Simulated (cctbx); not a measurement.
# Interatomic vectors of SnH8C4Cl2

Space group C2/m (no. 12), a = 9.4420 Å, b = 8.1440 Å, c = 4.2880 Å, α = 90.00°, β = 104.97°, γ = 90.00°, content Sn2 Cl4 C8 H16.

The data are simulated with cctbx, not measured: Mo Kα, λ = 0.71073 Å, to d = 0.8 Å, 95 % of the full sphere, strongest reflection 5000 counts, noise from counting, a 6 % proportional error and a noise floor of 8 counts (s.d.); no absorption, some extinction.

Patterson synthesis, origin scaled to 1000:

```text
Patterson group C 1 2/m 1
      u       v       w   height  length (A)
  0.000   0.000   0.000   1000.0     0.00
  0.214   0.500   0.006    460.4     4.54
  0.046   0.192   0.373    103.1     2.20
  0.075   0.500  -0.013     59.1     4.14
  0.063   0.000   0.802     27.7     1.15
  0.247   0.196   0.630     25.8     3.52
  0.157   0.314   0.646     25.8     3.49
  0.077   0.048   0.838     24.3     1.20
  0.033   0.087   0.217     22.3     1.15
  0.114   0.000   0.195     20.1     1.18
  0.102   0.081   0.048     19.9     1.14
  0.214   0.048   0.162     16.8     2.00
  0.062   0.122  -0.005     15.7     1.16
  0.021   0.140   0.954     13.9     1.18
```

Q: Assign the vectors.

A peak at u stands for all pairs with xi − xj = u, with weight Σ ZiZj against Σ Z² = 6460 at the origin. Peak heights follow these weights only roughly, since form factors, motion and series ripples differ, all vectors within 0.55 Å of a peak are counted as merged into it though the farther ones add only part of their weight, and F(000) is left out, which lowers the whole map:

| u | v | w | shortest length (Å) | height | 1000 ΣZiZj/ΣZ² | pairs in the cell |
| --- | --- | --- | --- | --- | --- | --- |
| 0.214 | 0.500 | 0.006 | 2.71 | 460 | 528 | 4 × Sn–Cl, 12 × H–H |
| 0.046 | 0.192 | 0.373 | 2.20 | 103 | 186 | 4 × Sn–C |
| 0.075 | 0.500 | -0.013 | 4.00 | 59 | 89 | 2 × Cl–Cl |

The table stops at ten peaks or at a height of 45, below which ripples compete. In the model behind the data Sn, the heaviest element, has 1 independent site: (0, 0, 0), up to an allowed shift of origin. No listed peak is a Sn–Sn vector, so the position follows from the cell content and the cross vectors. The whole model:

```csv
atom,mult.,x,y,z,Ueq (Å²)
Sn1,2,0,0,0,0.0065
Cl1,4,0.7155,0,0.0071,0.0111
C1,8,0.5472,0.3069,0.3816,0.0130
H1,8,0.5586,0.1752,0.3426,0.0255
H2,8,0.6585,0.3297,0.5498,0.0235
```

This is a model crystal, built by substitution and not relaxed, with assumed displacement parameters.

[Logs are printed without paths, hosts, clocks, repeated set-up lines and the standing remarks that a program may print on its own settings, such as how far it seeks lower states.]
